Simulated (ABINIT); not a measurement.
# SiC (P6_3mc): one start, several treatments of the self-energy, part 2 of 2

Aim: compare treatments of exchange, screening and correlation for the gap of SiC (P6_3mc).

ABINIT 10.8.3; PBE and many-body steps on it, plane waves. Known limits of the many-body steps: not at the basis limit.

So far. Step 3 (Screening, 6×6×4 mesh, 180 bands, screening to 228.6 eV): Local fields lower ε∞ by 9 %. Step 4 (G0W0, Godby-Needs plasmon pole): The gap on the mesh goes from 2.28 eV to 2.98 eV, a correction of +0.71 eV.

## Step 5: G0W0, Hybertsen-Louie plasmon pole

Level of this step: G0W0 on PBE, plane waves, norm-conserving pseudopotentials (ABINIT).

run.abi

```
acell 3*1.0 Angstrom
rprim 
  3.073513928196 0.000000000001 0.000000000000
  -1.536756964099 2.661741140703 0.000000000000
  0.000000000000 0.000000000000 5.045247710000
ntypat 2
znucl 14 6
natom 4
typat 1 1 2 2
xred 
  0.333333333333 0.666666666667 0.499602400000
  0.666666666667 0.333333333333 0.999602400000
  0.333333333333 0.666666666667 0.875397600000
  0.666666666667 0.333333333333 0.375397600000
pp_dirpath "pseudos"
pseudos "Si.upf, C.upf"
ecut 37
ngkpt 6 6 4
nshiftk 1
shiftk 0 0 0
kptopt 1
chksymbreak 0
istwfk *1
occopt 1
irdwfk 1
optdriver 4
nband 180
gwcalctyp 0
ecutsigx 37
symsigma 1
nkptgw 3
kptgw 
  0.0000000000 0.0000000000 0.0000000000
  0.3333333333 0.3333333333 0.0000000000
  0.5000000000 0.0000000000 0.0000000000
bdgw 
  7 10
  6 10
  7 10
ecuteps 8.4
irdscr 1
ppmodel 2
indata_prefix "in"
outdata_prefix "out"
tmpdata_prefix "tmp"
```

Launch:

```bash
> OMP_NUM_THREADS=1 mpirun -n 8 abinit run.abi > log
```

Log:

```text
.Version 10.8.3 of ABINIT. v10.8.2 released Aug 2026.

 Symmetries : space group P6_3 m c (#186); Bravais hP (primitive hexag.)
[... echo of the input left out ...]
== DATASET  1 ==================================================================
-   mpi_nproc: 8, omp_nthreads: 1 (-1 if OMP is not activated)

--- !DatasetInfo
iteration_state: {dtset: 1, }
dimensions: {natom: 4, nkpt: 21, mband: 180, nsppol: 1, nspinor: 1, nspden: 1, mpw: 3015, }
cutoff_energies: {ecut:  37.0, pawecutdg:  -1.0, }
electrons: {nelect:   1.60000000E+01, charge:   0.00000000E+00, occopt:   1.00000000E+00, tsmear:   1.00000000E-02, }

 SIGMA: Calculation of the GW corrections

 Based on a program developped by R.W. Godby, V. Olevano, G. Onida, and L. Reining.
 Incorporated in ABINIT by V. Olevano, G.-M. Rignanese, and M. Torrent.
.Using double precision arithmetic ; gwpc =  8

[... cell and pseudopotentials left out ...]
--------------------------------------------------------------------------------

 ==== K-mesh for the wavefunctions ====
 Number of points in the irreducible wedge :    21
[... list of points left out ...]
 Together with 12 symmetry operations and time-reversal symmetry
 yields   144 points in the full Brillouin Zone.

 ==== Q-mesh for screening function ====
 Number of points in the irreducible wedge :    21
[... list of points left out ...]
 Together with 12 symmetry operations and time-reversal symmetry
 yields   144 points in the full Brillouin Zone.

 vcoul_init : cutoff-mode = AUXILIARY_FUNCTION
 q-points for optical limit:   1
     1)      0.000010    0.000020    0.000030
 setmesh: FFT mesh size selected  =    27x   27x   54
          total number of points  =        39366

 Number of electrons calculated from density =   16.0000; Expected =   16.0000
[...]
number of plane-waves for wavefunctions          2973
 number of bands                                   180
 number of q-points in IBZ                          21
 number of frequencies                               2
 number of real frequencies                          1
 number of imag frequencies                          1

 matrix elements of self-energy operator (all in [eV])

 Perturbative Calculation

--- !SelfEnergy_ee
iteration_state: {dtset: 1, }
kpoint     : [   0.000,    0.000,    0.000, ]
spin       : 1
KS_gap     :    4.820
QP_gap     :    5.819
Delta_QP_KS:    0.999
data: !SigmaeeData |
     Band     E0 <VxcDFT>   SigX SigC(E0)      Z dSigC/dE  Sig(E)    E-E0       E
        7   7.012 -15.027 -17.600   1.494   0.816  -0.225 -15.908  -0.881   6.131
        8   7.012 -15.027 -17.600   1.494   0.816  -0.225 -15.908  -0.881   6.131
        9  11.832 -12.163  -6.994  -5.027   0.827  -0.209 -12.045   0.118  11.950
[...]
--- !SelfEnergy_ee
iteration_state: {dtset: 1, }
kpoint     : [   0.333,    0.333,    0.000, ]
spin       : 1
KS_gap     :    6.117
QP_gap     :    7.324
Delta_QP_KS:    1.207
data: !SigmaeeData |
     Band     E0 <VxcDFT>   SigX SigC(E0)      Z dSigC/dE  Sig(E)    E-E0       E
[...]
--- !SelfEnergy_ee
iteration_state: {dtset: 1, }
kpoint     : [   0.500,    0.000,    0.000, ]
spin       : 1
KS_gap     :    3.985
QP_gap     :    5.031
Delta_QP_KS:    1.046
data: !SigmaeeData |
     Band     E0 <VxcDFT>   SigX SigC(E0)      Z dSigC/dE  Sig(E)    E-E0       E
[...]
9   9.798 -10.579  -6.048  -4.524   0.839  -0.192 -10.573   0.006   9.804
       10  11.240 -11.760  -6.959  -4.624   0.830  -0.204 -11.613   0.147  11.387

== END DATASET(S) ==============================================================
================================================================================

 -outvars: echo values of variables after computation  --------
           etotal      0.0000000000E+00
            nband         180
             nkpt          21
          spgroup         186
 [... the other variables as echoed above ...]

 Calculation completed.
```

The job ended after 35 s (8 MPI ranks of Arm Neoverse V2, shared host; peak memory 2.9 GiB; 4.6 min of CPU time).

Numbers from this step:

```yaml
g0w0_gap_on_the_points_computed: 3.114 eV
starting_gap_on_the_mesh: 2.275 eV
k_of_the_valence_top: 0, 0, 0
k_of_the_conduction_bottom: 0.3333, 0.3333, 0
z_at_the_valence_top: 0.816
z_at_the_conduction_bottom: 0.842
least_direct_g0w0_gap_on_the_computed_points: 5.032 eV
```

Against G0W0 in ABINIT (6×6×4 mesh, 180 bands, screening to 228.6 eV, Godby-Needs plasmon pole), the gap moves by +0.133 eV.

## Step 6: G0W0, von der Linden-Horsch plasmon pole

Changes to run.abi since step 5:

```diff
@@ -41,3 +41,3 @@
 irdscr 1
-ppmodel 2
+ppmodel 3
 indata_prefix "in"
```

Log:

```text
.Version 10.8.3 of ABINIT. v10.8.2 released Aug 2026.

 Symmetries : space group P6_3 m c (#186); Bravais hP (primitive hexag.)
[... echo of the input left out ...]
== DATASET  1 ==================================================================
-   mpi_nproc: 8, omp_nthreads: 1 (-1 if OMP is not activated)

--- !DatasetInfo
iteration_state: {dtset: 1, }
dimensions: {natom: 4, nkpt: 21, mband: 180, nsppol: 1, nspinor: 1, nspden: 1, mpw: 3015, }
cutoff_energies: {ecut:  37.0, pawecutdg:  -1.0, }
[...]
Band     E0 <VxcDFT>   SigX SigC(E0)      Z dSigC/dE  Sig(E)    E-E0       E
[...]
9   9.798 -10.579  -6.048  -4.676   0.847  -0.181 -10.702  -0.123   9.675
       10  11.240 -11.760  -6.959  -4.716   0.837  -0.195 -11.689   0.071  11.311

== END DATASET(S) ==============================================================
================================================================================

 -outvars: echo values of variables after computation  --------
           etotal      0.0000000000E+00
            nband         180
             nkpt          21
          spgroup         186
 [... the other variables as echoed above ...]

 Calculation completed.
```

The job ended after 15 s (8 MPI ranks; peak memory 2.7 GiB).

This step gave:

```yaml
g0w0_gap_on_the_points_computed: 2.942 eV
starting_gap_on_the_mesh: 2.275 eV
k_of_the_valence_top: 0, 0, 0
k_of_the_conduction_bottom: 0.3333, 0.3333, 0
least_direct_g0w0_gap_on_the_computed_points: 4.894 eV
```

Against G0W0 in ABINIT (6×6×4 mesh, 180 bands, screening to 228.6 eV, Godby-Needs plasmon pole), the gap moves by −0.039 eV.

## Step 7: G0W0, Engel-Farid plasmon pole

Changes to run.abi since step 6:

```diff
@@ -41,3 +41,3 @@
 irdscr 1
-ppmodel 3
+ppmodel 4
 indata_prefix "in"
```

Log:

```text
.Version 10.8.3 of ABINIT. v10.8.2 released Aug 2026.

 Symmetries : space group P6_3 m c (#186); Bravais hP (primitive hexag.)
[... echo of the input left out ...]
== DATASET  1 ==================================================================
-   mpi_nproc: 8, omp_nthreads: 1 (-1 if OMP is not activated)

--- !DatasetInfo
iteration_state: {dtset: 1, }
dimensions: {natom: 4, nkpt: 21, mband: 180, nsppol: 1, nspinor: 1, nspden: 1, mpw: 3015, }
cutoff_energies: {ecut:  37.0, pawecutdg:  -1.0, }
[...]
Band     E0 <VxcDFT>   SigX SigC(E0)      Z dSigC/dE  Sig(E)    E-E0       E
[...]
9   9.798 -10.579  -6.048  -4.493   0.832  -0.202 -10.547   0.032   9.830
       10  11.240 -11.760  -6.959  -4.603   0.822  -0.217 -11.597   0.162  11.402

== END DATASET(S) ==============================================================
================================================================================

 -outvars: echo values of variables after computation  --------
           etotal      0.0000000000E+00
            nband         180
             nkpt          21
          spgroup         186
 [... the other variables as echoed above ...]

 Calculation completed.
```

The job ended after 15 s (8 MPI ranks; peak memory 2.7 GiB).

This step gave:

| Item | Value |
| --- | --- |
| G0W0 gap on the points computed | 3.117 eV |
| starting gap on the mesh | 2.275 eV |
| k of the valence top | 0, 0, 0 |
| k of the conduction bottom | 0.3333, 0.3333, 0 |
| least direct G0W0 gap on the computed points | 5.023 eV |

Against G0W0 in ABINIT (6×6×4 mesh, 180 bands, screening to 228.6 eV, Godby-Needs plasmon pole), the gap moves by +0.136 eV.

## Step 8: Side by side

Times are wall times on 8 MPI ranks of Arm Neoverse V2, shared host, good to a factor of about two. A run's time includes the screening step that it read.

| run | mesh | bands | screening cutoff (eV) | DFT gap (eV) | gap on the mesh (eV) | direct (eV) | ε∞ used | time |
| --- | --- | --- | --- | --- | --- | --- | --- | --- |
| G0W0, Godby-Needs plasmon pole | 6×6×4 | 180 | 228.6 | 2.275 | 2.981 | 4.902 | 6.85 | 2.7 min |
| G0W0, Hybertsen-Louie plasmon pole | 6×6×4 | 180 | 228.6 | 2.275 | 3.114 | 5.032 | 6.85 | 2.7 min |
| G0W0, von der Linden-Horsch plasmon pole | 6×6×4 | 180 | 228.6 | 2.275 | 2.942 | 4.894 | 6.85 | 2.4 min |
| G0W0, Engel-Farid plasmon pole | 6×6×4 | 180 | 228.6 | 2.275 | 3.117 | 5.023 | 6.85 | 2.4 min |

## Step 9: Summary of results

| Item | Value |
| --- | --- |
| G0W0, Godby-Needs plasmon pole | 2.981 eV |
| G0W0, Hybertsen-Louie plasmon pole | 3.114 eV |
| G0W0, von der Linden-Horsch plasmon pole | 2.942 eV |
| G0W0, Engel-Farid plasmon pole | 3.117 eV |
| known limits | not at the basis limit |

What this shows: G0W0, Hybertsen-Louie plasmon pole: +0.133 eV against G0W0, Godby-Needs plasmon pole. G0W0, von der Linden-Horsch plasmon pole: −0.039 eV against G0W0, Godby-Needs plasmon pole. G0W0, Engel-Farid plasmon pole: +0.136 eV against G0W0, Godby-Needs plasmon pole. Against experiment, by G0W0, Godby-Needs plasmon pole: the gap of 2.98 eV lies −0.35 eV from the measured 3.33 eV (kind not stated, quoted 2020). These are gaps on the mesh, at modest bands and cutoff. The calculation has static nuclei and no excitons; a measured gap holds zero-point and thermal motion, which mostly lowers it. Bands and cutoff are finite, so the gap is not at the basis limit. The miss can reach some tenths of an eV and take either sign; the mesh is an error of its own. In the first G0W0 run levels were corrected at 3 k points alone, so a gap called «on the mesh» is the least over those, and an edge elsewhere would be missed.

[Paths, hosts, dates, memory and timing lines, banners, echoed tables and standing remarks are left out of the program output.]

[Logs are printed without paths, hosts, clocks, repeated set-up lines and the standing remarks that a program may print on its own settings, such as how far it seeks lower states.]

[Runs of the session that timed out or met a known fault of the program may be left out.]

[No measured gap is set beside runs whose start may be inverted or whose files or cutoffs have a known fault.]

[Hosts, paths, dates, database ids (printed as entryN), source tags and the programs' standing remarks are cut or masked in the printed files.]

[G0W0 gaps are taken among the corrected bands and points alone; a level outside them can change the order at an edge.]

[Where Ansatz stands beside ABINIT at settings called matched, ABINIT's density can come from a denser mesh and the files from another edition; pairs whose starting gaps differed by over 0.03 eV were left out, so agreement reads better than it is.]
